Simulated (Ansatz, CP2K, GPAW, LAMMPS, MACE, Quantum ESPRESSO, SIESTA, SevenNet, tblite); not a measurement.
**Liquid (Cs,Li)Cl at 1400 K (68 atoms) in tblite**

How near does tblite come to plane waves for liquid (Cs,Li)Cl at 1400 K (68 atoms)?

Main program and level: tblite 0.8.0; the method is named at each step.

## Step 1: Starting point

The cell holds 68 atoms: 22 Cs, 12 Li and 34 Cl. Cell: a = 14.507 Å, b = 14.507 Å, c = 14.507 Å, α = 90.0°, β = 90.0°, γ = 90.0°. 68 atoms (22 Cs, 12 Li, 34 Cl) placed at random at 2.29 g/cm³, melted at 1800 K for 10 ps at fixed volume with the Lennard-Jones and Coulomb ion parameters for SPC/E (Joung and Cheatham, J. Phys. Chem. B 112, 9020 (2008)), full charges. Snapshot at the end of a hold of 20 ps at 1400 K and fixed volume.

The yardstick, on the same geometry:

| Quantity | Value |
| --- | --- |
| method | Kohn-Sham DFT, PBE, PAW, plane waves (Ansatz 0.2.0); cutoff 420 eV, Γ point, fermi-dirac smearing of 0.05 eV; PAW set soft_2 |
| r.m.s. force component | 0.5346 eV/Å |
| longest force | 1.936 eV/Å |
| pressure | 1.098 GPa |
| gap (highest filled to lowest empty level) | 2.945 eV |
| SCF cycles | 8 |
| time | 13 s on 8 threads of Arm Neoverse V2, shared host |
| CPU time | 1.7 min |

## Step 2: GFN1-xTB

Method: GFN1-xTB tight binding, diagonalisation.

run.py reads:

```python
import numpy as np
from ase.io import read
from tblite.ase import TBLite

atoms = read("structure.xyz")
atoms.calc = TBLite(method="GFN1-xTB", electronic_temperature=580, accuracy=1.0, max_iterations=250, mixer_damping=0.4, verbosity=1)
energy = atoms.get_potential_energy()
forces = atoms.get_forces()
print(f"energy {energy:.6f} eV")
print("forces (eV/A)")
for i, (a, f) in enumerate(zip(atoms, forces)):
    print(f"{i:4d} {a.symbol:2s} {f[0]:10.5f} {f[1]:10.5f} {f[2]:10.5f}")
stress = -atoms.get_stress(voigt=False) * 160.21766
print("stress (GPa, compression positive)")
for row in stress:
    print(" ".join(f"{x:10.4f}" for x in row))
print("charges (e)")
print(np.array2string(atoms.get_charges(), precision=4, suppress_small=True, max_line_width=110, threshold=100000))
```

structure.xyz reads:

```xyz
68
Lattice="14.50730 0.00000 0.00000 0.00000 14.50730 0.00000 0.00000 0.00000 14.50730" Properties=species:S:1:pos:R:3 pbc="T T T"
Cs 8.04241 2.53152 1.23820
Cs 5.90549 1.41548 11.51270
Cs 12.38271 9.84639 11.56464
Cs 2.23514 6.96408 12.38387
Cs 3.63205 5.50813 8.00339
Cs 8.72861 7.46995 12.48339
Cs 4.67701 9.76893 9.68261
Cs 0.11910 2.41430 8.12119
Cs 11.82316 3.29736 13.82067
Cs 1.52747 12.69099 11.30931
Cs 11.16366 11.86509 0.87247
Cs 10.85784 7.17371 1.65876
Cs 6.28848 11.75918 13.24952
Cs 9.33081 8.79404 7.59486
Cs 12.65399 12.29116 7.88573
Cs 10.91993 5.69499 6.49782
Cs 5.76390 6.04635 2.20511
Cs 2.05641 7.42629 4.62275
Cs 4.15068 13.46234 7.16356
Cs 2.03595 13.71303 2.10646
Cs 2.46494 3.45970 13.93687
Cs 7.18097 9.81361 3.39543
Li 11.53330 13.78745 11.62920
Li 0.45263 8.54494 8.42149
Li 12.59843 6.06608 10.36822
Li 13.14623 0.38691 14.17523
Li 10.72220 1.70040 3.79206
Li 8.27235 13.66588 9.44889
Li 3.11254 3.35917 4.66569
Li 8.01325 1.87376 6.06057
Li 14.46740 5.66684 2.33727
Li 6.91142 5.24120 7.49128
Li 9.36316 3.87490 9.60456
Li 9.07519 13.29797 6.50304
Cl 4.85197 8.59180 12.37763
Cl 4.15300 1.73348 5.95336
Cl 7.79883 11.33165 6.64492
Cl 11.24664 13.74552 5.40861
Cl 14.37021 6.11410 9.08563
Cl 13.16741 1.13563 11.48717
Cl 8.49925 5.44590 0.56622
Cl 5.12369 4.95105 5.10381
Cl 1.37979 12.80400 8.04473
Cl 0.93964 0.56332 14.32045
Cl 9.54725 13.06905 12.91498
Cl 5.52786 12.84433 10.08489
Cl 2.70909 8.29020 7.41657
Cl 11.40694 1.19134 1.42143
Cl 10.79053 14.08847 9.19763
Cl 6.52277 7.26758 8.74224
Cl 10.18137 6.11758 9.37969
Cl 3.95498 8.59021 2.83212
Cl 3.04117 4.45157 11.18078
Cl 0.26926 5.40469 0.03409
Cl 9.23854 7.78143 4.37119
Cl 11.71827 7.46995 12.95154
[... 8 atom lines left out ...]
Cl 13.28477 12.75163 12.97896
Cl 8.37666 0.98243 3.99255
Cl 2.63017 4.16983 2.44840
Cl 0.64833 9.52956 10.79619
```

On the command line:

```bash
OMP_NUM_THREADS=1 python run.py > output.txt
```

The program printed:

```text
------------------------------------------------------------
  cycle        total energy    energy error   density error
------------------------------------------------------------
      1     -159.2013779744  -1.5909914E+02   5.8133995E-01
      2     -138.5101725629   2.0691205E+01   3.6423424E-01
      3      8994.817446646   9.1333276E+03   2.9993356E+00
      4     -156.3551924119  -9.1511726E+03   9.1328617E-02
      5     -155.6132481983   7.4194421E-01   7.6197714E-02
      6     -157.7998250026  -2.1865768E+00   4.8397156E-02
      7     -158.6755863251  -8.7576132E-01   3.9765877E-02
      8     -159.6539862688  -9.7839994E-01   1.9647226E-02
      9     -159.8134650784  -1.5947881E-01   1.2920807E-02
     10     -159.9513425469  -1.3787747E-01   8.8721617E-04
     11     -159.9516810275  -3.3848061E-04   6.0037630E-04
     12     -159.9517913387  -1.1031123E-04   5.0126873E-04
     13     -159.9519485748  -1.5723604E-04   7.4373219E-05
     14     -159.9519516398  -3.0650262E-06   4.6755457E-05
     15     -159.9519535696  -1.9297731E-06   7.0249838E-06
     16     -159.9519536022  -3.2604305E-08   2.6885227E-06
------------------------------------------------------------
 total:                                   1.936 sec
energy -4352.514355 eV
forces (eV/A)
   0 Cs   -0.09756   -0.19900   -0.17442
   1 Cs    0.05271    0.06684   -0.08361
   2 Cs   -0.12190    0.34576   -0.19549
   3 Cs   -0.28662    1.03239   -0.37838
   4 Cs   -0.24550   -0.13853    0.14216
   5 Cs   -0.35650   -0.10236   -0.12385
   6 Cs   -0.20488   -0.01803   -0.27303
   7 Cs    0.11454   -0.05280    0.20798
   8 Cs    0.11758    0.60172   -0.23954
   9 Cs    0.06454    0.07975   -0.00767
  10 Cs   -0.09230   -0.05451    0.04591
  11 Cs    0.08647    0.04110    0.01971
  12 Cs    0.24018   -0.56870   -0.06503
  13 Cs   -0.91416    1.68221    0.57630
  14 Cs    0.30734   -0.23468   -0.02086
  15 Cs    1.32382   -1.32534   -0.83149
  16 Cs   -0.08175    0.10865   -0.06297
  17 Cs   -0.22185   -0.31350    0.06814
  18 Cs    0.29470   -0.15862    0.05565
  19 Cs    0.27175   -0.07732    0.17314
  20 Cs    0.10375   -0.93068    0.35260
  21 Cs   -0.13469    0.05437    0.17552
  22 Li    0.09970    0.15147   -0.02898
  23 Li    0.08576   -0.13680    0.32937
[...]
60 Cl    0.01994    0.33536   -0.33940
  61 Cl   -0.32384   -0.10188   -0.72162
  62 Cl    0.04867   -0.29164   -0.25020
  63 Cl    0.37069    0.04931   -0.32525
  64 Cl   -0.43878   -0.11051    0.26411
  65 Cl    0.49087    0.33436    0.34938
  66 Cl   -0.16009   -0.06967    0.33549
  67 Cl    0.39483   -0.06768   -0.32279
stress (GPa, compression positive)
   -2.5872    -0.1693     0.0513
   -0.1693    -1.7782    -0.1871
    0.0513    -0.1871    -2.4138
charges (e)
[ 0.8237  0.816   0.8023  0.8054  0.7934  0.8127  0.8084  0.8092  0.7973  0.8134  0.8179  0.804   0.8155
  0.8227  0.8118  0.8121  0.8028  0.7885  0.8248  0.8391  0.8117  0.8182  0.4691  0.5     0.4873  0.4756
  0.494   0.4795  0.4642  0.4472  0.4833  0.4857  0.4646  0.4689 -0.8141 -0.6971 -0.6661 -0.6629 -0.5532
 -0.6562 -0.8105 -0.6428 -0.8214 -0.7099 -0.6992 -0.7433 -0.7075 -0.6186 -0.6071 -0.6606 -0.6082 -0.8303
 -0.8196 -0.6666 -0.8071 -0.7498 -0.717  -0.8274 -0.5256 -0.6902 -0.7949 -0.6663 -0.7221 -0.5125 -0.6334
 -0.565  -0.6418 -0.722 ]
```

It took 2.4 s on 1 thread of Arm Neoverse V2, shared host; peak memory 0.17 GiB.

Banners, paths, timers and routine set-up lines are dropped from the logs unmarked, and long logs keep their key lines alone; longer cuts are marked.

Against the reference:

```
r.m.s. force component                  : 0.3556 eV/Å
r.m.s. difference of force components   : 354.9 meV/Å
longest difference of force vectors     : 1971 meV/Å
force difference over r.m.s. force      : 66.39 %
slope of forces against the reference's : 0.5009
correlation of force components         : 0.753
pressure                                : -2.26 GPa
pressure difference                     : -3.358 GPa
```

Length of the force difference by element (eV/Å):

```csv
element,atoms,mean,most
Cl,34,0.45,1.1
Cs,22,0.68,2.0
Li,12,0.20,0.38
```

A closer look about Cl36, which has 2 bonded neighbours where the commonest count for Cl is 4: 12 atoms, nearest first, numbered in the order of the input, with positions taken from that point.

```csv
atom,x,y,z,distance (Å),bonds,Mulliken charge (e),Fx,Fy,Fz (eV/Å)
Cl36,0.00,0.00,0.00,0.00,2,-0.70,-0.21,0.11,-0.18
Li29,-1.04,1.63,-1.29,2.32,4,0.46,0.10,0.52,0.13
Cs19,0.00,-2.78,1.21,3.03,4,0.82,0.29,-0.16,0.06
Cl42,0.97,3.22,-0.85,3.47,4,-0.64,0.27,-0.05,0.47
Li30,3.86,0.14,0.11,3.86,3,0.45,-0.26,-0.15,0.16
Cl64,3.27,-1.26,1.96,4.01,5,-0.51,0.37,0.05,-0.33
Cl63,-3.17,2.69,-0.16,4.16,4,-0.72,0.05,-0.29,-0.25
Cs5,-0.52,3.77,2.05,4.33,6,0.79,-0.25,-0.14,0.14
Cl67,-1.52,2.44,-3.50,4.53,4,-0.64,-0.16,-0.07,0.34
Cs8,-4.03,0.68,2.17,4.63,3,0.81,0.11,-0.05,0.21
Cl66,4.22,-0.75,-1.96,4.72,3,-0.56,0.49,0.33,0.35
Li32,2.76,3.51,1.54,4.72,2,0.49,0.03,0.41,-0.29
```

Atoms are counted from 1 here, from 0 in the log.

Forces lie 66 % from the reference's, at 0.024 times its CPU time (on 1 against 8 cores).

## Step 3: Outcome

| Property | Result |
| --- | --- |
| force difference from the reference | tblite GFN1-xTB, 66 % |
| its CPU time | 2.4 s |

In words: Tight binding differs by 66 % (tblite GFN1-xTB); it is another model, with fitted parameters of its own, and the xTB methods hold dispersion. One electronic-structure run takes under half the reference's CPU time: tblite GFN1-xTB, at 66 % in 2.4 s against 1.7 min, too far off to be of use; its pressure misses by -3.4 GPa. Periodic xTB results under one method name differ between programs and library versions. The frame stands for 1400 K, but pressures are static and levels are smeared at 580 K. The network of bonds at the start is that of the classical potential that made the cell, and needn't be the one that DFT or experiment would give. The ion parameters were fitted for water, not for melts, so the starting structure of this cell may lie well off the real melt's. The electronic-structure runs sample only Γ, in a cell whose shortest periodic width is 15 Å. Spin–orbit coupling is left out, which matters for the levels of the heavy elements.

[Also dropped from logs without a mark: logging warnings of Python, and SIESTA's first energy breakdown and zero terms.]

[Logs are printed without paths, hosts, clocks, repeated set-up lines and the standing remarks that a program may print on its own settings, such as how far it seeks lower states.]

[Hosts, paths, dates, database ids (printed as entryN), source tags and the programs' standing remarks are cut or masked in the printed files.]
